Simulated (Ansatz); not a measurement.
**Ru (P6_3/mmc): Drude plasma energy along x against volume**

The cell of Ru (P6_3/mmc) is scaled evenly and the response computed anew at each volume, on one mesh. x, y and z are the Cartesian axes of the input cell.

Cell: a, b, c = 2.706, 2.706, 4.282 Å (primitive vectors), 2 atoms.

Method: Ansatz 0.2.0, PBE, independent particles, k-mesh 18×18×10 with interpolation inside its cells, Gaussian parameter 0.1 eV.

Launch of the response step: `ansatz run input.yaml --threads 4 --pin off --max-ram 8192MiB --backend cpu --events-out ev --progress --plain --runs-dir out`. The series took 4.6 min in all, on 4 threads of Arm Neoverse V1 (shared host).

| V/V₀ | V (Å³, primitive cell) | Drude plasma energy along x (eV) |
| --- | --- | --- |
| 0.94 | 25.52 | ? |
| 0.96 | 26.06 | 8.778 |
| 0.98 | 26.61 | 8.603 |
| 1.00 | 27.15 | 8.446 |
| 1.02 | 27.69 | 8.287 |
| 1.04 | 28.24 | 8.137 |
| 1.06 | 28.78 | 7.989 |

For small changes the quantity should be close to linear in ln V.

Working, on the rows shown:

| x = ln(V/V₀) | y = Drude plasma energy along x |
| --- | --- |
| -0.040822 | 8.778 |
| -0.0202027 | 8.603 |
| 0 | 8.446 |
| 0.0198026 | 8.287 |
| 0.0392207 | 8.137 |
| 0.0582689 | 7.989 |

Means: x̄ = 0.0093779, ȳ = 8.3733. Σ(x − x̄)(y − ȳ) = -0.05453, Σ(x − x̄)² = 0.006873. Slope = -0.05453 / 0.006873 = -7.935; intercept = ȳ − slope · x̄ = 8.4477. The line misses the rows shown by at most 0.0063 eV.

Q: Fill in the last column of the withheld row.

A: At x = -0.061875 the line gives y = 8.9387 eV. The run gave 8.962 eV, so the extrapolation is off by 0.023 eV, 2 % of the range in the table.

Between the rows on either side of x = 0 the slope is (8.287 − 8.603) / (0.019803 − (-0.020203)) = -7.899. So d ln ωp/d ln V = -0.94; free electrons would give −0.50. The values come from a sum over the points of one k-mesh and carry its error, which is largest for Fermi-surface quantities. Spin-orbit coupling is left out.
